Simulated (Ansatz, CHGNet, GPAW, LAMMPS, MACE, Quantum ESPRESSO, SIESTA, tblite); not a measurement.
## tblite on glassy 85GeO2-15Li2O (mol %) (78 atoms): settings against a plane-wave reference

Aim: run glassy 85GeO2-15Li2O (mol %) (78 atoms) in tblite and see how near its forces come to a plane-wave reference, and at what cost.

Calculated with tblite 0.8.0; the method is named at each step.

### Step 1. Set-up

The cell holds 78 atoms: 22 Ge, 8 Li and 48 O. Cell: a = 10.276 Å, b = 10.276 Å, c = 10.276 Å, α = 90.0°, β = 90.0°, γ = 90.0°. 78 atoms (22 Ge, 8 Li, 48 O) placed at random at 3.6 g/cm³, melted at 4000 K for 10 ps at fixed volume with the Morse and Coulomb pair potential with partial charges (Pedone, Malavasi, Menziani, Cormack and Segre, J. Phys. Chem. B 110, 11780 (2006)). Quenched from 4000 K to 300 K at 30 K/ps and fixed volume, held 10 ps at zero pressure.

The yardstick, on the same geometry:

```
method                                           : Kohn-Sham DFT, PBE, PAW, plane waves (Ansatz 0.2.0); cutoff 420 eV, Γ point, fermi-dirac smearing of 0.05 eV; PAW set soft_2
r.m.s. force component                           : 1.175 eV/Å
longest force                                    : 4 eV/Å
pressure                                         : 7.889 GPa
gap (highest filled to lowest empty level) : 1.343 eV
SCF cycles                                       : 9
time                                             : 13 s on 4 threads of Arm Neoverse V2, shared host
CPU time                                         : 49 s
```

### Step 2. GFN1-xTB

Method: GFN1-xTB tight binding, diagonalisation.

File run.py:

```python
import numpy as np
from ase.io import read
from tblite.ase import TBLite

atoms = read("structure.xyz")
atoms.calc = TBLite(method="GFN1-xTB", electronic_temperature=580, accuracy=1.0, max_iterations=250, mixer_damping=0.4, verbosity=1)
energy = atoms.get_potential_energy()
forces = atoms.get_forces()
print(f"energy {energy:.6f} eV")
print("forces (eV/A)")
for i, (a, f) in enumerate(zip(atoms, forces)):
    print(f"{i:4d} {a.symbol:2s} {f[0]:10.5f} {f[1]:10.5f} {f[2]:10.5f}")
stress = -atoms.get_stress(voigt=False) * 160.21766
print("stress (GPa, compression positive)")
for row in stress:
    print(" ".join(f"{x:10.4f}" for x in row))
print("charges (e)")
print(np.array2string(atoms.get_charges(), precision=4, suppress_small=True, max_line_width=110, threshold=100000))
```

File structure.xyz:

```xyz
78
Lattice="10.27607 0.00000 0.00000 0.00000 10.27607 0.00000 0.00000 0.00000 10.27607" Properties=species:S:1:pos:R:3 pbc="T T T"
Ge 9.29152 3.08734 9.51780
Ge 2.52822 10.04208 6.12238
Ge 6.22925 3.56775 0.63660
Ge 4.03254 6.07922 0.28177
Ge 3.47866 2.57929 7.35232
Ge 3.18270 2.63191 3.25412
Ge 9.63618 6.54483 1.98534
Ge 8.78398 8.47601 9.66906
Ge 3.79834 1.35624 0.28239
Ge 3.46900 5.97636 3.60587
Ge 8.60775 8.47879 6.17366
Ge 5.80115 9.03863 0.84480
Ge 0.41022 0.56642 0.79845
Ge 5.79334 0.51719 3.68315
Ge 0.06484 3.00894 4.67458
Ge 10.02513 0.84675 7.19818
Ge 0.86483 6.12608 5.76488
Ge 1.58632 4.87260 8.55195
Ge 5.17092 8.00146 5.72459
Ge 7.30433 3.56621 3.77389
Ge 5.89651 4.85822 6.53291
Ge 0.25176 9.31855 3.68418
Li 7.43782 8.34674 3.51072
Li 9.86400 3.19678 2.06015
Li 6.86154 6.91549 7.94648
Li 8.89682 5.72583 8.33245
Li 3.08056 9.22349 9.57802
Li 6.32400 6.15773 2.39381
Li 2.00126 4.60337 1.30136
Li 3.15465 7.22418 7.73151
O 3.68705 7.39055 9.54852
O 1.53298 9.62888 4.75412
O 6.61799 3.96533 2.27060
O 8.15160 6.60885 2.76097
O 0.14325 0.24550 2.44283
O 2.58669 5.11902 9.81169
O 2.09324 3.54319 7.63286
O 3.77193 1.94475 8.87904
O 7.19407 9.08795 10.04815
O 6.79320 1.88227 4.00654
O 0.19144 5.10803 1.92933
O 6.62231 4.55312 4.97783
O 5.42597 9.66177 4.90960
O 4.75988 3.59621 6.84592
O 7.73274 3.47660 10.10210
O 0.39183 4.49146 5.46574
O 8.86969 9.93614 7.03007
O 9.96799 7.35191 5.84606
O 5.01575 6.38945 6.64430
O 8.62645 7.67561 8.20534
O 3.58070 8.71822 6.45080
O 4.48489 9.95422 0.37220
O 9.26480 7.17958 0.38597
O 0.26512 7.82060 2.82140
O 3.32914 6.02897 1.93108
O 8.94470 3.30725 3.75878
[... 18 atom lines left out ...]
O 1.55004 2.72110 3.78221
O 10.18903 1.70079 5.74073
O 1.46177 6.19061 7.39065
O 2.14420 6.29348 4.69308
```

Launch:

```
$ OMP_NUM_THREADS=1 python run.py > output.txt
```

Output:

```text
------------------------------------------------------------
  cycle        total energy    energy error   density error
------------------------------------------------------------
      1     -218.5166680943  -2.1899479E+02   1.0920971E+00
      2     -241.9318647099  -2.3415197E+01   1.0574913E+00
      3     -252.8388980080  -1.0907033E+01   5.0478571E-01
      4     -250.2279436486   2.6109544E+00   5.3495236E-01
      5     -259.3119728754  -9.0840292E+00   2.3746517E-01
      6     -263.4221268593  -4.1101540E+00   1.6883110E-01
      7     -265.2479534506  -1.8258266E+00   6.9958691E-02
      8     -265.3851510960  -1.3719765E-01   5.1118605E-02
      9     -265.4720614733  -8.6910377E-02   3.9061576E-02
     10     -265.5455066185  -7.3445145E-02   1.9971200E-02
     11     -265.5555555254  -1.0048907E-02   1.5858726E-02
     12     -265.5708091353  -1.5253610E-02   5.7145016E-03
     13     -265.5722094906  -1.4003553E-03   3.8558712E-03
     14     -265.5733534432  -1.1439526E-03   1.4649478E-03
     15     -265.5734475733  -9.4130125E-05   9.9074623E-04
     16     -265.5734893139  -4.1740595E-05   6.1151277E-04
     17     -265.5734974756  -8.1617035E-06   4.7942138E-04
     18     -265.5735124926  -1.5017022E-05   1.6057570E-04
     19     -265.5735123735   1.1909236E-07   1.4412244E-04
     20     -265.5735141909  -1.8173526E-06   3.5332410E-05
     21     -265.5735141887   2.1803999E-09   2.9762550E-05
     22     -265.5735142610  -7.2308410E-08   6.5058665E-06
------------------------------------------------------------
 total:                                   3.747 sec
energy -7226.623414 eV
forces (eV/A)
   0 Ge    0.52641   -0.15349    0.40950
   1 Ge   -0.44889    0.14899   -0.15647
   2 Ge   -0.53013   -0.07847    0.34120
   3 Ge    0.12868    1.13331    0.02879
   4 Ge    0.15506    0.92287    0.71345
   5 Ge    0.41610    0.62404   -1.37524
   6 Ge   -0.70842    0.52698    0.52682
   7 Ge   -0.31735   -0.12561    0.87372
   8 Ge   -0.34971    1.29218    0.26639
   9 Ge    0.08432   -1.18254    1.03110
  10 Ge    1.01527   -0.21473   -0.71433
  11 Ge    1.18325   -1.01275    0.90282
  12 Ge    0.28021   -0.13237   -1.04999
  13 Ge   -0.16972    0.15581    0.17208
  14 Ge    1.45292    0.39329    0.86045
  15 Ge    1.06857   -0.10427   -0.61416
  16 Ge   -0.56609   -0.74844    0.35329
  17 Ge   -0.70389   -0.02731   -1.19476
  18 Ge   -0.16660   -0.44780   -1.30213
  19 Ge   -1.85128   -1.04223    0.51561
  20 Ge    0.82865    0.23095    0.44543
  21 Ge   -1.35377   -1.02793   -0.49267
  22 Li    0.22110   -0.15360   -0.05746
  23 Li    0.24076    0.46871   -0.07794
[...]
70 O     0.03931    0.33271    1.27411
  71 O     0.82770    0.46897    0.43538
  72 O     1.25661   -0.21005   -0.16253
  73 O     0.59160    0.35151    0.40705
  74 O    -1.16051   -0.76879   -0.12430
  75 O    -0.30418    0.42875   -1.01413
  76 O     0.60888    0.26084    0.90589
  77 O     0.55966    0.86718   -0.83417
stress (GPa, compression positive)
    2.9231     1.0325     1.1031
    1.0325     2.0248    -1.1650
    1.1031    -1.1650     5.5627
charges (e)
[ 0.7043  0.6999  0.6944  0.7061  0.6907  0.6892  0.6484  0.6748  0.7147  0.699   0.7155  0.6803  0.686
  0.6874  0.7035  0.7004  0.7016  0.6955  0.7194  0.703   0.677   0.689   0.4002  0.3892  0.3941  0.3921
  0.3907  0.3857  0.3902  0.3756 -0.4798 -0.3487 -0.3698 -0.5052 -0.3505 -0.3989 -0.3725 -0.3764 -0.3765
 -0.3734 -0.4825 -0.3493 -0.3957 -0.3502 -0.3439 -0.3685 -0.3455 -0.3639 -0.4036 -0.4501 -0.3627 -0.3654
 -0.3931 -0.39   -0.3629 -0.3437 -0.3761 -0.411  -0.4477 -0.3569 -0.3438 -0.4845 -0.3753 -0.3665 -0.3769
 -0.3968 -0.3538 -0.3431 -0.4073 -0.3711 -0.3835 -0.3842 -0.376  -0.3624 -0.3679 -0.3609 -0.3778 -0.3515]
```

Wall time 4.2 s (1 thread of Arm Neoverse V2, shared host); peak memory 0.11 GiB.

Banners, paths, timers and routine set-up lines are dropped from the logs unmarked, and long logs keep their key lines alone; longer cuts are marked.

Compared with the plane-wave run:

```yaml
r_m_s_force_component: 0.6642 eV/Å
r_m_s_difference_of_force_components: 643.1 meV/Å
longest_difference_of_force_vectors: 2459 meV/Å
force_difference_over_r_m_s_force: 54.73 %
slope_of_forces_against_the_reference_s: 0.51
correlation_of_force_components: 0.9022
pressure: 3.503 GPa
pressure_difference: -4.386 GPa
```

Length of the force difference by element (eV/Å):

| element | atoms | mean | most |
| --- | --- | --- | --- |
| Ge | 22 | 1.1 | 1.9 |
| Li | 8 | 0.39 | 0.50 |
| O | 48 | 1.1 | 2.5 |

Local excerpt of 12 atoms (numbers count through the whole input) about Li24, one of the 8 Li atoms; x, y, z are measured from there.

| atom | x | y | z | distance (Å) | bonds | Mulliken charge (e) | Fx | Fy | Fz (eV/Å) |
| --- | --- | --- | --- | --- | --- | --- | --- | --- | --- |
| Li24 | 0.00 | 0.00 | 0.00 | 0.00 | 3 | 0.39 | 0.24 | 0.47 | -0.08 |
| O71 | 0.20 | -1.02 | -1.56 | 1.88 | 3 | -0.38 | 0.04 | 0.33 | 1.27 |
| O56 | -0.92 | 0.11 | 1.70 | 1.93 | 3 | -0.34 | 1.21 | -0.05 | -1.06 |
| O41 | 0.60 | 1.91 | -0.13 | 2.01 | 3 | -0.48 | 0.60 | -0.87 | -0.35 |
| O75 | 1.96 | -0.48 | 1.72 | 2.65 | 2 | -0.37 | -1.16 | -0.77 | -0.12 |
| Ge15 | 0.48 | -0.19 | 2.61 | 2.66 | 4 | 0.70 | 1.45 | 0.39 | 0.86 |
| Ge1 | -0.57 | -0.11 | -2.82 | 2.88 | 4 | 0.70 | 0.53 | -0.15 | 0.41 |
| Li29 | 2.41 | 1.41 | -0.76 | 2.89 | 4 | 0.39 | -0.19 | -0.12 | 0.16 |
| O35 | 0.56 | -2.95 | 0.38 | 3.03 | 2 | -0.35 | -0.28 | 0.57 | 0.36 |
| Ge13 | 0.82 | -2.63 | -1.26 | 3.03 | 4 | 0.69 | 0.28 | -0.13 | -1.05 |
| O45 | -2.13 | 0.28 | -2.23 | 3.10 | 2 | -0.34 | 0.42 | 0.14 | -0.55 |
| Ge20 | -2.56 | 0.37 | 1.71 | 3.10 | 4 | 0.70 | -1.85 | -1.04 | 0.52 |

Atoms are counted from 1 here, from 0 in the log.

Forces lie 55 % from the reference's, at 0.086 times its CPU time (on 1 against 4 cores).

### Step 3. What came out

| Item | Value |
| --- | --- |
| force difference from the reference | tblite GFN1-xTB, 55 % |
| its CPU time | 4.2 s |

Tight binding differs by 55 % (tblite GFN1-xTB); it is another model, with fitted parameters of its own, and the xTB methods hold dispersion. One electronic-structure run takes under half the reference's CPU time: tblite GFN1-xTB, at 55 % in 4.2 s against 49 s; its pressure misses by -4.4 GPa. Periodic xTB results under one method name differ between programs and library versions. The quench rate of 30 K/ps is many orders above laboratory rates, so the cell is likely richer in defects and strain than a real sample. The network of bonds at the start is that of the classical potential that made the cell, and needn't be the one that DFT or experiment would give. The reference's stress is far from hydrostatic: its diagonal is 7.5, 5.8, 10.3 GPa, compression counted positive. The electronic-structure runs sample only Γ, in a cell whose shortest periodic width is 10 Å.

[Also dropped from logs without a mark: logging warnings of Python, and SIESTA's first energy breakdown and zero terms.]

[Logs are printed without paths, hosts, clocks, repeated set-up lines and the standing remarks that a program may print on its own settings, such as how far it seeks lower states.]

[Hosts, paths, dates, database ids (printed as entryN), source tags and the programs' standing remarks are cut or masked in the printed files.]
